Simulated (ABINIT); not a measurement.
An input for ABINIT 10.8.3 (AlN (F-43m)):

```
acell 3*1.0 Angstrom
rprim 
  -0.000000000000 2.183993559600 2.183993559600
  2.183993559600 -0.000000000000 2.183993559600
  2.183993559600 2.183993559600 -0.000000000000
ntypat 2
znucl 13 7
natom 2
typat 1 2
xred 
  0.000000000000 0.000000000000 0.000000000000
  0.750000000000 0.750000000000 0.750000000000
pp_dirpath "pseudos"
pseudos "Al.upf, N.upf"
ecut 36
ngkpt 6 6 6
nshiftk 1
shiftk 0 0 0
kptopt 1
chksymbreak 0
istwfk *1
occopt 1
irdwfk 1
optdriver 4
nband 99
gwcalctyp 0
ecutsigx 36
symsigma 1
nkptgw 2
kptgw 
  0.0000000000 0.0000000000 0.0000000000
  0.5000000000 0.5000000000 0.0000000000
bdgw 
  2 8
  3 6
ecuteps 16
irdscr 1
ppmodel 1
indata_prefix "in"
outdata_prefix "out"
tmpdata_prefix "tmp"
```

```sh
OMP_NUM_THREADS=1 mpirun -n 8 abinit run.abi > log
```

Estimate wall time and host memory on 8 MPI ranks of AMD EPYC 9R45, shared host.

It took 15 s; on shared hardware allow 7.5 s to 30 s. Peak host memory was 2.4 GiB.

[Paths, hosts, dates, memory and timing lines, banners, echoed tables and standing remarks are left out of the program output.]

[Logs are printed without paths, hosts, clocks, repeated set-up lines and the standing remarks that a program may print on its own settings, such as how far it seeks lower states.]

[Runs of the session that timed out or met a known fault of the program may be left out.]

[Hosts, paths, dates, database ids (printed as entryN), source tags and the programs' standing remarks are cut or masked in the printed files.]

[G0W0 gaps are taken among the corrected bands and points alone; a level outside them can change the order at an edge.]

[Where Ansatz stands beside ABINIT at settings called matched, ABINIT's density can come from a denser mesh and the files from another edition; pairs whose starting gaps differed by over 0.03 eV were left out, so agreement reads better than it is.]
